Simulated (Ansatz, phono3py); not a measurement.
# Heat carried by phonons in SrCl2 (Fm-3m)

Wanted: κ(T), lifetimes and mean free paths for SrCl2.

Measurements to reproduce:
- thermal conductivity 2.3 W/m/K near room temperature (given in “Predicting the lattice thermal conductivity of solids by solving the Boltzmann transport equation: AFLOW - AAPL an automated, accurate and efficient framework”, 2017, arXiv:1611.05481)

Calculated with Ansatz 0.2.0; DFT RPBE, scalar-relativistic, plane waves, PAW.

## Step 1: Starting point

It takes space group Fm-3m (No. 225, cubic). The conventional cell has a = 6.977 Å, b = 6.977 Å, c = 6.977 Å, α = 90.00°, β = 90.00°, γ = 90.00°. Sr has 8 Cl at 3.02 Å nearest. Nearest to Cl lie 4 Sr at 3.02 Å. Farther neighbours and most contacts between anions are not listed.

Structure file:

```cif
data_structure
_symmetry_space_group_name_H-M 'Fm-3m'
_symmetry_Int_Tables_number 225
_cell_length_a 6.9767
_cell_length_b 6.9767
_cell_length_c 6.9767
_cell_angle_alpha 90.000
_cell_angle_beta 90.000
_cell_angle_gamma 90.000
_cell_volume 339.59
loop_
_atom_site_label
_atom_site_type_symbol
_atom_site_symmetry_multiplicity
_atom_site_Wyckoff_symbol
_atom_site_fract_x
_atom_site_fract_y
_atom_site_fract_z
_atom_site_occupancy
Sr1 Sr 4 a 0.00000 0.00000 0.00000 1
Cl1 Cl 8 c 0.25000 0.75000 0.75000 1
```

## Step 2: A first coarse run

A cheap single point shows whether the cell is a metal or an insulator and how far it is from rest; that sets the k-mesh and the occupations of what follows.

input.yaml reads:

```yaml
crystal:
  lattice:
    - [0.0, 3.48835, 3.48835]
    - [3.48835, 0.0, 3.48835]
    - [3.48835, 3.48835, 0.0]
  atoms:
    - { symbol: Sr, position: [0.0, 0.0, 0.0] }
    - { symbol: Cl, position: [0.25, 0.25, 0.25] }
    - { symbol: Cl, position: [0.75, 0.75, 0.75] }
kpoints:
  mp_grid: { grid: [4, 4, 4] }
hamiltonian:
  xc: rpbe
scf:
  occupations: { method: gaussian, width: 0.1 }
output:
  forces: true
  stress: true
  eigenvalues: true
```

Command:

```bash
$ ansatz run input.yaml --threads 4 --pin off --max-ram 16384MiB --backend cpu --events-out ev --progress --plain --runs-dir out
```

Numbers of over 12 decimals in the logs are rounded to 6 here.

Log:

```text
Engine: ansatz 0.2.0, aarch64-unknown-linux-gnu
Pseudopotentials: kind: paw
Pseudopotential: Sr, paw, valence charge 10, recommended cutoff 420 eV (normal), Sr.paw.azcp
Pseudopotential: Cl, paw, valence charge 7, recommended cutoff 420 eV (normal), Cl.paw.azcp
Functional definition: RPBE
  parameter kappa = 0.804
  parameter beta = 0.066725
  exchange = rpbe_x(kappa = kappa, mu = beta*pi^2/3)
  correlation = pbe_c(beta = beta)
Crystal: 3 atoms, lattice volume = 84.897 Å³
Basis set: ecut = 420 eV, 1639 PW (Γ), exchange–correlation on 72×72×72 points (8 copies of the dense FFT grid, shifted against one another)
Bands: 16, of which v1, the nominal top of the filled ones, is band 12 counted from 1 (11 counted from 0)
Symmetry: 48 space group operations
Space group: Fm-3m (ITA 225), of the structure as read, at distance tolerance 4.4e-5 Å
k-points: 8 of 64
Non-local potential: Sr, projectors of the file, l = 0: 3, l = 1: 2, l = 2: 2
Non-local potential: Cl, projectors of the file, l = 0: 2, l = 1: 2, l = 2: 2
PAW form: soft (Blöchl's): semilocal exchange-correlation on the pseudo side does not see the compensation charge
PAW frozen core: Sr, regenerated for the run's functional, and the local potential with it (the file was generated under x = pbe(κ = 0.804, μ = 0.219515), c = pbe(β = 0.066725))
PAW frozen core: Cl, regenerated for the run's functional, and the local potential with it (the file was generated under x = pbe(κ = 0.804, μ = 0.219515), c = pbe(β = 0.066725))
PAW one-centre angular grid: Sr, 110 points (default); XC on 64 Gauss nodes
PAW one-centre angular grid: Cl, 110 points (default); XC on 64 Gauss nodes
Initial density: superposition of atomic densities (neutral atoms: chi_scale 0, normalization atom), corrected by the library's trained network
Initial wavefunctions: pseudopotential atomic-orbital guess
Functional: x = rpbe, c = pbe(β = 0.066725)
SCF iter   1: F=—  HF=-5724.923194 eV  |F-HF|=—  |Δ(HF+E_count)|=         —  Δρ=2.60e-3  dr2=6.15e-3  ethr=1.77e-3  ⟨swp⟩=9.5  Hψ=907  notcnv=0
preconditioner: auto → none  [insulator: Δε(μ)=5.689 eV  Ē_g=14.261 eV  σ=0.100 eV  W_gap=1.00  n_scr=14 (ndim 8)  ℏωp=18.9 eV  f_vac=0.093  D(μ)=0.00/eV (n_scr^D=0)  ε∞_Penn≈2.8]
SCF iter   2: F=—  HF=-5724.922891 eV  |F-HF|=—  |Δ(HF+E_count)|=   3.04e-4  Δρ=1.25e-3  dr2=7.01e-4  ethr=2.56e-5  ⟨swp⟩=2.4  Hψ=285  notcnv=0
SCF iter   3: F=—  HF=-5724.923092 eV  |F-HF|=—  |Δ(HF+E_count)|=   2.01e-4  Δρ=4.08e-4  dr2=1.05e-4  ethr=2.92e-6  ⟨swp⟩=2.1  Hψ=188  notcnv=0
SCF iter   4: F=—  HF=-5724.923131 eV  |F-HF|=—  |Δ(HF+E_count)|=   3.96e-5  Δρ=3.05e-5  dr2=2.91e-7  ethr=4.36e-7  ⟨swp⟩=2.6  Hψ=225  notcnv=0
SCF iter   5: F=—  HF=-5724.923167 eV  |F-HF|=—  |Δ(HF+E_count)|=   3.55e-5  Δρ=8.74e-6  dr2=2.12e-8  ethr=1.21e-9  ⟨swp⟩=2.1  Hψ=233  notcnv=0
SCF iter   6: F=-5724.923167 eV  HF=-5724.923167 eV  |F-HF|=4.00e-11  |Δ(HF+E_count)|=   9.01e-8  Δρ=1.25e-6  dr2=1.44e-9  ethr=8.82e-11  ⟨swp⟩=4.0  Hψ=684  notcnv=0
SCF 1 converged in 6 iterations: F = -5724.923167 eV  dr2 = 1.44e-9
  greatest PAW one-centre occupation: 0.987 electrons in one spin orbital (limit 2), on the Sr atom at site 0 (counted from 0), in its partial waves of l = 0
SCF converged after 6 iterations
Free energy (F): -5724.923167 eV
Harris-Foulkes:  -5724.923167 eV  (|F-HF|=4.00e-11)
Internal energy: -5724.923167 eV  (E = F + TS)
E sigma→0 (E₀):  -5724.923167 eV
Fermi energy:    6.052941 eV
--- Per-component energies (eV) ---
  E_band       = -144.323341
  E_kinetic    = 569.645686
  E_local      = -1181.682751  (includes V_loc(G=0)·N_el)
  E_nonlocal   = 256.629242
  E_hartree    = 326.403192
  E_xc         = -390.881117
  E_vxc        = -408.874356  (∫ρ·V_xc dr)
  E_paw        = -4026.119225  (= ΣΔE_a)
  E_vpaw       = -32.848349  (= ΣTr[D̂ρ^β])
  E_aug_tail   = 0.000174  (compensation charges beyond the density's cutoff)
  E_ewald      = -1278.767635
  E_core_change = -0.150732  (= ΣΔE_core)
  E_smearing   = -0.000000  (= −TS)
  E_closure    = 0.000000  (closes the sum)
  Σ components = -5724.923167   (vs F -5724.923167, Δ=0.00e0)
--- Forces (eV/Å), atoms counted from 1 ---
  atom   1  Sr    -0.00000000     0.00000000     0.00000000
  atom   2  Cl     0.00000000     0.00000000    -0.00000000
  atom   3  Cl     0.00000000     0.00000000     0.00000000
  max |Σ_I F_I| component: 1.73e-18 eV/Å
--- Stress (GPa, compression-positive) ---
        2.986009       0.000000       0.000000
        0.000000       2.986009       0.000000
        0.000000       0.000000       2.986009
  P = ⅓ Tr σ = 2.9860 GPa (29.860 kbar)
--- Band table (eV; the first three rows and the last of 8) ---
  k-point 0: bands = [... 8 lower, 1.1311, 2.8862, 2.8862, 2.8862, 8.8905, 9.4808, 9.4808, 12.4137]
  k-point 1: bands = [... 8 lower, 1.4932, 2.3279, 2.5900, 2.5900, 9.8684, 9.8684, 9.9670, 11.1591]
  k-point 2: bands = [... 8 lower, 1.7643, 1.9356, 2.1875, 2.1875, 10.1012, 10.1012, 10.8442, 11.3864]
  k-point 7: bands = [... 8 lower, 2.0301, 2.0301, 2.9124, 3.1135, 9.6673, 10.4060, 10.5672, 10.5672]
```

Elapsed: 0.46 s, on 4 threads of Arm Neoverse V1, shared host; peak memory 0.31 GiB; 1.3 s of CPU time.

The column dr2 measures how far the density is from self-consistency, as an energy; F and HF (Harris–Foulkes) agree once it is small.

A gap read on the k-mesh alone can miss the band edges.

This step gave:

- pressure: 2.986 GPa
- gap on the k-mesh: 5.677 eV
- volume per atom: 28.30 Å³

The start is under 3.0 GPa at this level and looks like an insulator or semiconductor on this mesh.

## Step 3: Relaxation

Phonons are second derivatives about a minimum, so cell and atoms are relaxed first, inside the symmetry of the start.

input.yaml, the sections that differ from step 2:

```yaml
kpoints:
  mp_grid: { grid: [6, 6, 6] }
scf:
  occupations: { method: gaussian, width: 0.02 }
relax:
  adjacent_minimum: "off"
  f_tol: 0.005
  max_steps: 80
  cell: { stress_tol: 0.05 }
# crystal, hamiltonian, output: as in step 2
```

Log:

```text
[...]
Crystal: 3 atoms, lattice volume = 84.897 Å³
Basis set: ecut = 420 eV, 1639 PW (Γ), exchange–correlation on 72×72×72 points (8 copies of the dense FFT grid, shifted against one another)
Bands: 16, of which v1, the nominal top of the filled ones, is band 12 counted from 1 (11 counted from 0)
Symmetry: 48 space group operations
[...]
k-points: 16 of 216
[...]
SCF iter   1: F=—  HF=-5724.922623 eV  |F-HF|=—  |Δ(HF+E_count)|=         —  Δρ=2.59e-3  dr2=6.17e-3  ethr=1.77e-3  ⟨swp⟩=9.7  Hψ=1897  notcnv=0
[...]
SCF iter   6: F=-5724.923215 eV  HF=-5724.923215 eV  |F-HF|=3.34e-9  |Δ(HF+E_count)|=   7.99e-8  Δρ=2.39e-6  dr2=3.52e-9  ethr=1.50e-10  ⟨swp⟩=3.6  Hψ=1217  notcnv=0
SCF 1 converged in 6 iterations: F = -5724.923215 eV  dr2 = 3.52e-9
[...]
relax step   1: F+E_penalty+E_count = -5724.92321529 eV  Δ(F+E_penalty+E_count) = +0.000e0 eV  max|allowed force component| = 1.060e-18 eV/Å  Δτ_max = 0.0000 Å  P = +2.986 GPa  Ω = 84.897 Å³  (6 SCF iters, dr2 threshold 1.00e-7 eV, accepted)
Crystal: 3 atoms, lattice volume = 91.890 Å³
Basis set: ecut = 420 eV, 1807 PW (Γ), exchange–correlation on 72×72×72 points (8 copies of the dense FFT grid, shifted against one another)
[...]
iter 1 solved again at ethr=9.23e-5 eV; its pass at ethr=3.10e-3 eV (dr2=2.22e-2 eV) is discarded
[...]
SCF iter   5: F=-5724.989031 eV  HF=-5724.989031 eV  |F-HF|=5.61e-7  |Δ(HF+E_count)|=   6.70e-6  Δρ=2.34e-5  dr2=2.22e-7  ethr=1.25e-9  ⟨swp⟩=5.8  Hψ=1567  notcnv=0
SCF 2 converged in 5 iterations: F = -5724.989031 eV  dr2 = 2.22e-7
relax step   2: F+E_penalty+E_count = -5724.98903126 eV  Δ(F+E_penalty+E_count) = -6.582e-2 eV  max|allowed force component| = 6.939e-18 eV/Å  Δτ_max = 0.0000 Å  P = +0.223 GPa  Ω = 91.890 Å³  energy of the carried Pulay correction = -9.192e-5 eV  (5 SCF iters, dr2 threshold 3.00e-7 eV, accepted)
Crystal: 3 atoms, lattice volume = 92.506 Å³
[...]
SCF iter   4: F=-5724.989512 eV  HF=-5724.989512 eV  |F-HF|=7.12e-8  |Δ(HF+E_count)|=   5.86e-7  Δρ=9.72e-6  dr2=6.60e-8  ethr=5.20e-10  ⟨swp⟩=5.4  Hψ=1572  notcnv=0
SCF 3 converged in 4 iterations: F = -5724.989512 eV  dr2 = 6.60e-8
relax step   3: F+E_penalty+E_count = -5724.98951163 eV  Δ(F+E_penalty+E_count) = -4.804e-4 eV  max|allowed force component| = 7.999e-18 eV/Å  Δτ_max = 0.0000 Å  P = +0.031 GPa  Ω = 92.506 Å³  energy of the carried Pulay correction = -9.968e-5 eV  (4 SCF iters, dr2 threshold 1.25e-7 eV, accepted)
[...]
SCF iter   5: F=-5724.989679 eV  HF=-5724.989679 eV  |F-HF|=2.55e-11  |Δ(HF+E_count)|=  3.35e-10  Δρ=1.44e-7  dr2=8.79e-12  ethr=1.00e-12  ⟨swp⟩=7.1  Hψ=1373  notcnv=0
SCF 4 converged in 5 iterations: F = -5724.989679 eV  dr2 = 8.79e-12
[...]
relax step   4: F+E_penalty+E_count = -5724.98967928 eV  Δ(F+E_penalty+E_count) = -1.677e-4 eV  max|allowed force component| = 6.650e-18 eV/Å  Δτ_max = 0.0000 Å  P = +0.034 GPa  Ω = 92.506 Å³  stress off target by 3.44e-2 GPa  SCF on the basis re-selected at this cell (its energy is not comparable with the rows above)  (5 SCF iters)
basis re-selected at this cell: Δ(F+E_penalty+E_count) = -1.677e-4 eV, ΔP = +0.004 GPa vs the last step (what re-selecting the basis moved, of the pressure what is left beyond the Pulay correction that the steps carried, after the strain that the cell walked since its last selection, with what the two solves' SCF thresholds leave and, on support functions, any second-order correction that the steps lacked; it is no m [...]
SCF converged after 5 iterations
Free energy (F): -5724.989679 eV
[...]
Internal energy: -5724.989679 eV  (E = F + TS)
E sigma→0 (E₀):  -5724.989679 eV
Fermi energy:    5.112311 eV
[...]
--- Stress (GPa, compression-positive) ---
        0.034361      -0.000000      -0.000000
       -0.000000       0.034361      -0.000000
       -0.000000      -0.000000       0.034361
  P = ⅓ Tr σ = 0.0344 GPa (0.344 kbar)
--- Band table (eV; the first three rows and the last of 16) ---
  k-point 0: bands = [... 8 lower, 0.6397, 2.1484, 2.1484, 2.1484, 7.7806, 8.7119, 8.7119, 11.3164]
  k-point 1: bands = [... 8 lower, 0.7870, 1.8876, 2.0255, 2.0255, 8.3228, 8.8772, 8.8772, 10.4057]
  k-point 2: bands = [... 8 lower, 1.0682, 1.4481, 1.7423, 1.7423, 9.1439, 9.1439, 9.2701, 10.2420]
  k-point 15: bands = [... 8 lower, 1.0874, 1.7381, 2.1656, 2.3857, 8.5988, 9.4493, 9.6860, 9.7535]
--- Relaxed structure (3 steps of the walk, 3 accepted, 1 SCFs on fresh bases) ---
  F+E_penalty+E_count = -5724.98967928 eV   max|allowed force component| = 6.650e-18 eV/Å   (the final SCF, on the basis selected at the relaxed cell)
  cell:  # Å, volume = 92.5059 Å³
    - [0, 3.589603, 3.589603]
    - [3.589603, 0, 3.589603]
    - [3.589603, 3.589603, 0]
  atoms:
    - { symbol: Sr, position: [0, 0, 0] }
    - { symbol: Cl, position: [0.25, 0.25, 0.25] }
    - { symbol: Cl, position: [0.75, 0.75, 0.75] }
```

The job ended after 2.2 s (4 threads; peak memory 0.35 GiB; 7.5 s of CPU time).

Step by step:

```tsv
step	energy less that of the first step (eV)	largest force component (eV/Å)	pressure (GPa)	volume (Å³)
1	0.0000	0.0000	2.99	84.90
2	-0.0658	0.0000	0.22	91.89
3	-0.0663	0.0000	0.03	92.51
4*	-0.0665	0.0000	0.03	92.51
```

Relaxation steps marked * repeat the geometry before them on a plane-wave basis chosen anew for their cell, so energy and pressure can jump there.

Forces are held to the 48 operations that the run works with; a distortion that breaks them can't arise in this run.

```tsv
conventional cell, symmetrised	before	after	change
a (Å)	6.977	7.179	+2.9 %
b (Å)	6.977	7.179	+2.9 %
c (Å)	6.977	7.179	+2.9 %
volume (Å³/atom)	28.30	30.84	+9.0 %
```

Final coordinates:

```
Sr Cl
1.0
     0.00000    3.58960    3.58960
     3.58960    0.00000    3.58960
     3.58960    3.58960    0.00000
Sr Cl
1 2
Direct
  0.00000 0.00000 0.00000
  0.25000 0.25000 0.25000
  0.75000 0.75000 0.75000
```

This step gave:

- pressure: 0.03436 GPa
- gap on the k-mesh: 5.337 eV
- volume per atom: 30.84 Å³

The relaxation ends with a pressure of 0.03 GPa.

(Part 1 of 6 ends here.)

[Logs are printed without paths, hosts, clocks, repeated set-up lines and the standing remarks that a program may print on its own settings, such as how far it seeks lower states.]

[Hosts, paths, dates, database ids (printed as entryN), source tags and the programs' standing remarks are cut or masked in the printed files.]

[A step with changed settings may run another functional than the one named; its input shows which.]

[Pressures of single members of a volume series are the stress at the run's cutoff; with an incomplete basis they can lie off −dE/dV of the same runs, and they are not shown converged.]
